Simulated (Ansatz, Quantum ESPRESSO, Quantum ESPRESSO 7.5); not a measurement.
# Ni: work function by face

Wanted: work functions of Ni face by face, under two functionals.

Calculated with Quantum ESPRESSO 7.5; plane-wave DFT, PBE, GBRV ultrasoft pseudopotentials (geometry and cross-check by Ansatz 0.2.0 with PAW datasets; geometry under PBE).

**What experiment says.**

For Ni (clean single-crystal faces), “Anisotropic work function of elemental crystals” (2019, arxiv:1902.07811) quotes earlier work: work function of (111) (clean (111) face) 5.36 eV; work function of (100) (clean (100) face) 5.17 eV; work function of (110) (clean (110) face) 4.55 eV.

Most raw output is cut from this account.

## Step 1: The starting structure

The cell holds 5 atoms: 5 Ni. Its edges and angles: a = 2.489 Å, b = 2.489 Å, c = 24.129 Å, α = 90.0°, β = 90.0°, γ = 60.0°. It derives from Ni. Vacuum lies along c.

## Step 2: Relaxation with Ansatz of (111)

The geometry comes first, from a plane-wave PAW code, so that the later runs on this slab share one structure.

Contents of input.yaml:

```yaml
crystal:
  lattice:
    - [2.4890158698, 0.0, 0.0]
    - [1.2445079349, 2.1555509736, 0.0]
    - [0.0, 0.0, 24.1290917902]
  atoms:
    - { symbol: Ni, position: [0.6666666667, 0.6666666667, 0.3315499841], spin: 0.7 }
    - { symbol: Ni, position: [0.0, 0.0, 0.4157749921], spin: 0.7 }
    - { symbol: Ni, position: [0.3333333333, 0.3333333333, 0.5], spin: 0.7 }
    - { symbol: Ni, position: [0.6666666667, 0.6666666667, 0.5842250079], spin: 0.7 }
    - { symbol: Ni, position: [0.0, 0.0, 0.6684500159], spin: 0.7 }
magnetization:
  spin_polarized: true
kpoints:
  mp_grid: { grid: [12, 12, 1] }
hamiltonian:
  xc: pbe
scf:
  occupations: { method: fermi_dirac, width: 0.1 }
  convergence: { dr2_threshold: 1.0e-08 }
efield:
  axis: 3
  dipole_correction: true
  ramp_position: 0.97
  ramp_width: 0.04
relax:
  f_tol: 0.01
  constraints: [{ sites: [2] }]
output:
  write_potential: true
  write_density: true
  volumetric_format: npy
```

Run with:

```bash
$ ansatz run input.yaml --threads 8 --pin off --max-ram 16384MiB --backend cpu --events-out ev --progress --plain --runs-dir out
```

The job ended after 16 s (8 threads of Arm Neoverse V2, shared host; peak memory 0.71 GiB).

The steps of the relaxation:

```
step  energy less that of the first step (eV)  largest force component (eV/Å)
   1                                   0.0000                          0.1500
   2                                  -0.0028                          0.0896
   3                                  -0.0042                          0.0034
```

The atoms that moved most (Å):

```
atom     dx     dy      dz  length
 Ni5  0.000  0.000  -0.029   0.029
 Ni1  0.000  0.000   0.029   0.029
```

 Held were the atoms numbered 3; the forces quoted are those on the free ones.

This step gave:

```
free energy                     : -29197.4513 eV
energy at zero smearing         : -29197.3105 eV
smearing term TS                : 0.2817 eV
Fermi energy                    : 4.768 eV
magnetization                   : 3.380 μB
absolute magnetization          : 3.869 μB
site moments                    : 0.7248, 0.7262, 0.6829, 0.7262, 0.7248 μB
symmetry operations             : 6
work function of the upper face : 5.052 eV
work function of the lower face : 5.051 eV
dipole along the normal         : -3.10e-5 e·Å
```

## Step 3: Self-consistent run of (111), PBE

Both faces of the slab are alike, so a plain periodic cell serves and symmetry is kept.

Level of this step: plane-wave DFT, PBE, GBRV ultrasoft pseudopotentials (Quantum ESPRESSO 7.5).

Contents of 111.pbe.in:

```
&control
  prefix = '111.pbe'
  outdir = './out'
  pseudo_dir = './pseudo'
  calculation = 'scf'
  tprnfor = .true.
/
&system
  ibrav = 0
  nat = 5
  ntyp = 1
  ecutwfc = 40
  ecutrho = 200
  occupations = 'smearing'
  smearing = 'mv'
  degauss = 0.02
  nspin = 2
  starting_magnetization(1) = 0.12
/
&electrons
  conv_thr = 1e-07
  mixing_beta = 0.4
  electron_maxstep = 120
  mixing_mode = 'local-TF'
/
ATOMIC_SPECIES
  Ni  58.6934  ni_pbe_v1.4.uspp.F.UPF
CELL_PARAMETERS angstrom
  2.48901586975992 0.00000000000000 0.00000000000000
  1.24450793487996 2.15555097363471 0.00000000000000
  0.00000000000000 0.00000000000000 24.12909179020000
ATOMIC_POSITIONS crystal
  Ni  0.666666666667 0.666666666667 0.332744791999
  Ni  0.000000000000 -0.000000000000 0.415799910251
  Ni  0.333333333333 0.333333333333 0.500000000000
  Ni  0.666666666667 0.666666666667 0.584199870084
  Ni  -0.000000000000 -0.000000000000 0.667254826827
K_POINTS automatic
  12 12 1 0 0 0
```

Run with:

```bash
$ OMP_NUM_THREADS=1 mpirun -n 8 pw.x -nk 8 -in 111.pbe.in > 111.pbe.out
```

It took 51 s on 8 MPI ranks; peak memory 0.86 GiB; 6.8 min of CPU time.

Numbers from this step:

```
free energy            : -23351.3610 eV
Fermi energy           : 4.659 eV
magnetization          : 3.58 μB
absolute magnetization : 4.14 μB
site moments           : 0.7722, 0.7718, 0.7287, 0.7718, 0.7722 μB
```

## Step 4: Potential by pp.x of (111)

The vacuum level is read from the electrostatic potential (plot_num = 11), averaged over planes.

Contents of 111.pbe.pot.in:

```
&inputpp
  prefix = '111.pbe'
  outdir = './out'
  filplot = '111.pbe.pot.dat'
  plot_num = 11
/
```

Run with:

```bash
$ OMP_NUM_THREADS=1 mpirun -n 8 pp.x -in 111.pbe.pot.in > 111.pbe.pot.out
```

The job ended after 0.74 s (8 MPI ranks; peak memory 0.09 GiB).

Read from the output:

```
work function of the upper face                                       : 5.038 eV
slope of the potential above                                          : 5.48e-4 eV/Å
upper vacuum line continued to the top atoms, over the Fermi level    : 5.035 eV
work function of the lower face                                       : 5.039 eV
slope of the potential below                                          : -6.24e-5 eV/Å
lower vacuum line continued to the bottom atoms, over the Fermi level : 5.039 eV
```

The potential energy, planar mean oscillates, so the rows of the table below give means over windows of 2.01 Å about each position, cut where the curve ends. Its maxima inside the range that stand out by 2 % of the span (Å: eV): 9.0: -0.520, 11.1: -0.374, 13.1: -0.376, 15.1: -0.523. Its minima: 8.0: -25.3, 10.1: -25.4, 12.1: -25.4, 14.1: -25.4, 16.1: -25.3.

Electrostatic potential energy of an electron; zero at the Fermi level. Table of potential energy, planar mean by z; means over each step:

z (Å), potential energy, planar mean (eV) and a bar from the least value:
```
     1.00        5.0 ##############################
     3.01        5.0 ##############################
     5.02        5.0 ##############################
     7.03       -3.6 ##############
     9.04      -11.2 
    11.05      -10.9 #
    13.06      -10.9 #
    15.07      -11.2 
    17.08       -3.7 ##############
    19.09        5.0 ##############################
    21.10        5.0 ##############################
    23.11        5.0 ##############################
```

## Step 5: SCF with pw.x of (111), PBEsol

The same atoms under a second functional.

Level of this step: plane-wave DFT, PBEsol, GBRV ultrasoft pseudopotentials (Quantum ESPRESSO 7.5).

111.pbesol.in, as its differences from the input of step 3:

```diff
@@ -1,3 +1,3 @@
 &control
-  prefix = '111.pbe'
+  prefix = '111.pbesol'
   outdir = './out'
@@ -26,3 +26,3 @@
 ATOMIC_SPECIES
-  Ni  58.6934  ni_pbe_v1.4.uspp.F.UPF
+  Ni  58.6934  ni_pbesol_v1.4.uspp.F.UPF
 CELL_PARAMETERS angstrom
```

Run with:

```bash
$ OMP_NUM_THREADS=1 mpirun -n 8 pw.x -nk 8 -in 111.pbesol.in > 111.pbesol.out
```

Elapsed: 53 s, on 8 MPI ranks; peak memory 0.88 GiB.

Numbers from this step:

* free energy: -23337.9598 eV
* Fermi energy: 4.507 eV
* magnetization: 3.59 μB
* site moments: 0.7729, 0.7733, 0.73, 0.7733, 0.7729 μB

## Step 6: Electrostatic potential of (111)

Contents of 111.pbesol.pot.in:

```
&inputpp
  prefix = '111.pbesol'
  outdir = './out'
  filplot = '111.pbesol.pot.dat'
  plot_num = 11
/
```

Run with:

```bash
$ OMP_NUM_THREADS=1 mpirun -n 8 pp.x -in 111.pbesol.pot.in > 111.pbesol.pot.out
```

Run time: 0.74 s. Hardware: 8 MPI ranks; peak memory 0.1 GiB.

Numbers from this step:

```
work function of the upper face                                       : 5.167 eV
slope of the potential above                                          : 5.24e-4 eV/Å
upper vacuum line continued to the top atoms, over the Fermi level    : 5.164 eV
work function of the lower face                                       : 5.168 eV
slope of the potential below                                          : -4.58e-5 eV/Å
lower vacuum line continued to the bottom atoms, over the Fermi level : 5.168 eV
```

On (111) the work function under PBEsol lies +0.13 eV from PBE's.

## Step 7: Geometry from Ansatz of (100)

Level of this step: plane-wave DFT, PBE, Ansatz PAW (Ansatz 0.2.0).

input.yaml, the sections that differ from step 2:

```yaml
crystal:
  lattice:
    - [2.4890158698, 0.0, 0.0]
    - [0.0, 2.4890158698, 0.0]
    - [0.0, 0.0, 23.04]
  atoms:
    - { symbol: Ni, position: [0.0, 0.0, 0.3472222222], spin: 0.7 }
    - { symbol: Ni, position: [0.5, 0.5, 0.4236111111], spin: 0.7 }
    - { symbol: Ni, position: [0.0, 0.0, 0.5], spin: 0.7 }
    - { symbol: Ni, position: [0.5, 0.5, 0.5763888889], spin: 0.7 }
    - { symbol: Ni, position: [0.0, 0.0, 0.6527777778], spin: 0.7 }
# magnetization, kpoints, hamiltonian, scf, efield, relax, output: as in step 2
```

Run with:

```bash
$ ansatz run input.yaml --threads 8 --pin off --max-ram 16384MiB --backend cpu --events-out ev --progress --plain --runs-dir out
```

The job ended after 33 s (8 threads; peak memory 0.8 GiB).

Relaxation path:

```
step  energy less that of the first step (eV)  largest force component (eV/Å)
   1                                   0.0000                          0.3679
   2                                  -0.0126                          0.2473
   3                                  -0.0214                          0.0180
   4                                  -0.0214                          0.0003
```

The atoms that moved most (Å):

```
atom     dx     dy      dz  length
 Ni5  0.000  0.000  -0.049   0.049
 Ni1  0.000  0.000   0.049   0.049
 Ni2  0.000  0.000  -0.014   0.014
 Ni4  0.000  0.000   0.014   0.014
```

Final coordinates:

```xyz
5
Lattice="2.4890 0.0000 0.0000 0.0000 2.4890 0.0000 0.0000 0.0000 23.0400" Properties=species:S:1:pos:R:3
Ni    0.0000    0.0000    8.0487
Ni    1.2445    1.2445    9.7456
Ni    0.0000    0.0000   11.5200
Ni    1.2445    1.2445   13.2944
Ni    0.0000    0.0000   14.9913
```

The relaxation lowers the energy by 4 meV an atom. Held were the atoms numbered 3; the forces quoted are those on the free ones.

Numbers from this step:

| Item | Value |
| --- | --- |
| free energy | -29197.0039 eV |
| energy at zero smearing | -29196.8608 eV |
| smearing term TS | 0.2862 eV |
| Fermi energy | 3.958 eV |
| magnetization | 3.400 μB |
| absolute magnetization | 3.852 μB |
| site moments | 0.7669, 0.6891, 0.6824, 0.6891, 0.7669 μB |
| symmetry operations | 8 |
| work function of the upper face | 4.905 eV |
| work function of the lower face | 4.904 eV |
| dipole along the normal | -1.73e-5 e·Å |

## Step 8: SCF with pw.x of (100), PBE

Level of this step: plane-wave DFT, PBE, GBRV ultrasoft pseudopotentials (Quantum ESPRESSO 7.5).

Contents of 100.pbe.in:

```
&control
  prefix = '100.pbe'
  outdir = './out'
  pseudo_dir = './pseudo'
  calculation = 'scf'
  tprnfor = .true.
/
&system
  ibrav = 0
  nat = 5
  ntyp = 1
  ecutwfc = 40
  ecutrho = 200
  occupations = 'smearing'
  smearing = 'mv'
  degauss = 0.02
  nspin = 2
  starting_magnetization(1) = 0.12
/
&electrons
  conv_thr = 1e-07
  mixing_beta = 0.4
  electron_maxstep = 120
  mixing_mode = 'local-TF'
/
ATOMIC_SPECIES
  Ni  58.6934  ni_pbe_v1.4.uspp.F.UPF
CELL_PARAMETERS angstrom
  2.48901586980000 0.00000000000000 0.00000000000000
  0.00000000000000 2.48901586980000 0.00000000000000
  0.00000000000000 0.00000000000000 23.04000000000000
ATOMIC_POSITIONS crystal
  Ni  0.000000000000 0.000000000000 0.349334734192
  Ni  0.500000000000 0.500000000000 0.422987840694
  Ni  0.000000000000 0.000000000000 0.500000000000
  Ni  0.500000000000 0.500000000000 0.577012062253
  Ni  0.000000000000 0.000000000000 0.650665090509
K_POINTS automatic
  12 12 1 0 0 0
```

Run with:

```bash
$ OMP_NUM_THREADS=1 mpirun -n 8 pw.x -nk 8 -in 100.pbe.in > 100.pbe.out
```

It took 53 s on 8 MPI ranks; peak memory 0.98 GiB; 7.1 min of CPU time.

Read from the output:

* free energy: -23350.9085 eV
* Fermi energy: 3.853 eV
* magnetization: 3.59 μB
* absolute magnetization: 4.13 μB
* site moments: 0.8141, 0.7388, 0.7218, 0.7388, 0.8141 μB

## Step 9: Electrostatic potential of (100)

Contents of 100.pbe.pot.in:

```
&inputpp
  prefix = '100.pbe'
  outdir = './out'
  filplot = '100.pbe.pot.dat'
  plot_num = 11
/
```

Run with:

```bash
$ OMP_NUM_THREADS=1 mpirun -n 8 pp.x -in 100.pbe.pot.in > 100.pbe.pot.out
```

The job ended after 0.74 s (8 MPI ranks; peak memory 0.1 GiB; 5.1 s of CPU time).

Read from the output:

- work function of the upper face: 4.902 eV
- slope of the potential above: 1.66e-4 eV/Å
- upper vacuum line continued to the top atoms, over the Fermi level: 4.902 eV
- work function of the lower face: 4.902 eV
- slope of the potential below: -3.91e-4 eV/Å
- lower vacuum line continued to the bottom atoms, over the Fermi level: 4.900 eV

Electrostatic potential energy of an electron; zero at the Fermi level. Table of potential energy, planar mean by z:

z (Å), potential energy, planar mean (eV) and a bar from the least value:
```
      0.0        4.9 ##############################
      0.5        4.9 ##############################
      1.0        4.9 ##############################
      1.5        4.9 ##############################
      2.0        4.9 ##############################
      2.5        4.9 ##############################
      3.0        4.9 ##############################
      3.5        4.9 ##############################
      4.0        4.9 ##############################
      4.5        4.9 ##############################
      5.0        4.9 ##############################
      5.5        4.8 ##############################
      6.0        4.7 ##############################
      6.5        4.1 #############################
      7.0        2.2 ###########################
      7.5       -6.0 ##################
      8.0      -21.0 
      8.5       -9.8 #############
      9.0       -3.3 #####################
      9.5      -17.1 #####
     10.0      -16.8 #####
     10.5       -2.7 #####################
     11.0       -7.6 ################
     11.5      -21.3 
     12.0       -8.9 ##############
     12.5       -2.5 ######################
     13.0      -15.5 #######
     13.5      -18.3 ###
     14.0       -3.8 ####################
     14.5       -8.5 ###############
     15.0      -21.2 
     15.5       -7.4 ################
     16.0        1.9 ###########################
     16.5        4.1 #############################
     17.0        4.7 ##############################
     17.5        4.8 ##############################
     18.0        4.9 ##############################
     18.5        4.9 ##############################
     19.0        4.9 ##############################
     19.5        4.9 ##############################
     20.0        4.9 ##############################
     20.5        4.9 ##############################
     21.0        4.9 ##############################
     21.5        4.9 ##############################
     22.0        4.9 ##############################
     22.5        4.9 ##############################
```

## Step 10: Ground state of (100), PBEsol

Level of this step: plane-wave DFT, PBEsol, GBRV ultrasoft pseudopotentials (Quantum ESPRESSO 7.5).

100.pbesol.in, as its differences from the input of step 8:

```diff
@@ -1,3 +1,3 @@
 &control
-  prefix = '100.pbe'
+  prefix = '100.pbesol'
   outdir = './out'
@@ -26,3 +26,3 @@
 ATOMIC_SPECIES
-  Ni  58.6934  ni_pbe_v1.4.uspp.F.UPF
+  Ni  58.6934  ni_pbesol_v1.4.uspp.F.UPF
 CELL_PARAMETERS angstrom
```

Run with:

```bash
$ OMP_NUM_THREADS=1 mpirun -n 8 pw.x -nk 8 -in 100.pbesol.in > 100.pbesol.out
```

Run time: 52 s. Hardware: 8 MPI ranks; peak memory 0.98 GiB.

Read from the output:

```
free energy   : -23337.4562 eV
Fermi energy  : 3.715 eV
magnetization : 3.62 μB
site moments  : 0.817, 0.7409, 0.7245, 0.7409, 0.817 μB
```

## Step 11: Potential by pp.x of (100)

Contents of 100.pbesol.pot.in:

```
&inputpp
  prefix = '100.pbesol'
  outdir = './out'
  filplot = '100.pbesol.pot.dat'
  plot_num = 11
/
```

Run with:

```bash
$ OMP_NUM_THREADS=1 mpirun -n 8 pp.x -in 100.pbesol.pot.in > 100.pbesol.pot.out
```

Elapsed: 0.74 s, on 8 MPI ranks; peak memory 0.1 GiB.

This step gave:

| Item | Value |
| --- | --- |
| work function of the upper face | 5.011 eV |
| slope of the potential above | 1.46e-4 eV/Å |
| upper vacuum line continued to the top atoms, over the Fermi level | 5.011 eV |
| work function of the lower face | 5.011 eV |
| slope of the potential below | -3.77e-4 eV/Å |
| lower vacuum line continued to the bottom atoms, over the Fermi level | 5.009 eV |

On (100) the work function under PBEsol lies +0.11 eV from PBE's.

## Step 12: Relaxation with Ansatz of (110)

Level of this step: plane-wave DFT, PBE, Ansatz PAW (Ansatz 0.2.0).

System of this step: Ni(110), 7 layers. The cell holds 7 atoms: 7 Ni. Cell: a = 3.520 Å, b = 2.489 Å, c = 23.467 Å, α = 90.0°, β = 90.0°, γ = 90.0°. It derives from Ni. Vacuum lies along c.

input.yaml, the sections that differ from step 7:

```yaml
crystal:
  lattice:
    - [3.52, 0.0, 0.0]
    - [0.0, 2.4890158698, 0.0]
    - [0.0, 0.0, 23.4670476093]
  atoms:
    - { symbol: Ni, position: [0.0, 0.0, 0.3409035569], spin: 0.7 }
    - { symbol: Ni, position: [0.5, 0.5, 0.3939357046], spin: 0.7 }
    - { symbol: Ni, position: [0.0, 0.0, 0.4469678523], spin: 0.7 }
    - { symbol: Ni, position: [0.5, 0.5, 0.5], spin: 0.7 }
    - { symbol: Ni, position: [0.0, 0.0, 0.5530321477], spin: 0.7 }
    - { symbol: Ni, position: [0.5, 0.5, 0.6060642954], spin: 0.7 }
    - { symbol: Ni, position: [0.0, 0.0, 0.6590964431], spin: 0.7 }
kpoints:
  mp_grid: { grid: [8, 12, 1] }
relax:
  f_tol: 0.01
  constraints: [{ sites: [2, 3, 4] }]
# magnetization, hamiltonian, scf, efield, output: as in step 7
```

Run with:

```bash
$ ansatz run input.yaml --threads 8 --pin off --max-ram 16384MiB --backend cpu --events-out ev --progress --plain --runs-dir out
```

It took 73 s on 8 threads; peak memory 1.4 GiB.

Step by step:

```
step  energy less that of the first step (eV)  largest force component (eV/Å)
   1                                   0.0000                          0.6030
   2                                  -0.0443                          0.3828
   3                                  -0.0745                          0.0304
   4                                  -0.0747                          0.0014
```

Forces are held to the 4 operations that the run works with; a distortion that breaks them can't arise in this run.

The atoms that moved most (Å):

```
atom     dx     dy      dz  length
 Ni7  0.000  0.000  -0.085   0.085
 Ni1  0.000  0.000   0.085   0.085
 Ni6  0.000  0.000   0.043   0.043
 Ni2  0.000  0.000  -0.043   0.043
```

The relaxation lowers the energy by 11 meV an atom. Held were the atoms numbered 3, 4 and 5; the forces quoted are those on the free ones.

Numbers from this step:

- free energy: -40875.7275 eV
- energy at zero smearing: -40875.5171 eV
- smearing term TS: 0.4208 eV
- Fermi energy: 3.917 eV
- magnetization: 4.784 μB
- absolute magnetization: 5.416 μB
- site moments: 0.7882, 0.7031, 0.6878, 0.6695, 0.6878, 0.7031, 0.7882 μB
- symmetry operations: 4
- work function of the upper face: 4.553 eV
- work function of the lower face: 4.554 eV
- dipole along the normal: 5.33e-6 e·Å

## Step 13: SCF with pw.x of (110), PBE

Level of this step: plane-wave DFT, PBE, GBRV ultrasoft pseudopotentials (Quantum ESPRESSO 7.5).

Contents of 110.pbe.in:

```
&control
  prefix = '110.pbe'
  outdir = './out'
  pseudo_dir = './pseudo'
  calculation = 'scf'
  tprnfor = .true.
/
&system
  ibrav = 0
  nat = 7
  ntyp = 1
  ecutwfc = 40
  ecutrho = 200
  occupations = 'smearing'
  smearing = 'mv'
  degauss = 0.02
  nspin = 2
  starting_magnetization(1) = 0.12
/
&electrons
  conv_thr = 1e-07
  mixing_beta = 0.4
  electron_maxstep = 120
  mixing_mode = 'local-TF'
/
ATOMIC_SPECIES
  Ni  58.6934  ni_pbe_v1.4.uspp.F.UPF
CELL_PARAMETERS angstrom
  3.52000000000000 0.00000000000000 0.00000000000000
  0.00000000000000 2.48901586980000 0.00000000000000
  0.00000000000000 0.00000000000000 23.46704760930000
ATOMIC_POSITIONS crystal
  Ni  -0.000000000000 0.000000000000 0.344523311087
  Ni  0.500000000000 0.500000000000 0.392103474695
  Ni  0.000000000000 0.000000000000 0.446967852300
  Ni  0.500000000000 0.500000000000 0.500000000000
  Ni  0.000000000000 0.000000000000 0.553032147700
  Ni  0.500000000000 0.500000000000 0.607896531272
  Ni  0.000000000000 -0.000000000000 0.655476670534
K_POINTS automatic
  8 12 1 0 0 0
```

Run with:

```bash
$ OMP_NUM_THREADS=1 mpirun -n 8 pw.x -nk 4 -in 110.pbe.in > 110.pbe.out
```

Run time: 3.2 min. Hardware: 8 MPI ranks; peak memory 1.3 GiB.

Read from the output:

| Item | Value |
| --- | --- |
| free energy | -32691.1881 eV |
| Fermi energy | 3.820 eV |
| magnetization | 5.04 μB |
| absolute magnetization | 5.77 μB |
| site moments | 0.8231, 0.7559, 0.7303, 0.7149, 0.7303, 0.7559, 0.8231 μB |

(Continued in part 2 of 2.)

[Logs are printed without paths, hosts, clocks, repeated set-up lines and the standing remarks that a program may print on its own settings, such as how far it seeks lower states.]

[Hosts, paths, dates, database ids (printed as entryN), source tags and the programs' standing remarks are cut or masked in the printed files.]

[Maps of the electrostatic potential energy from Ansatz leave out the sawtooth potential of an applied field or a dipole correction, so their vacuum need not be flat; planar profiles and work functions include it.]
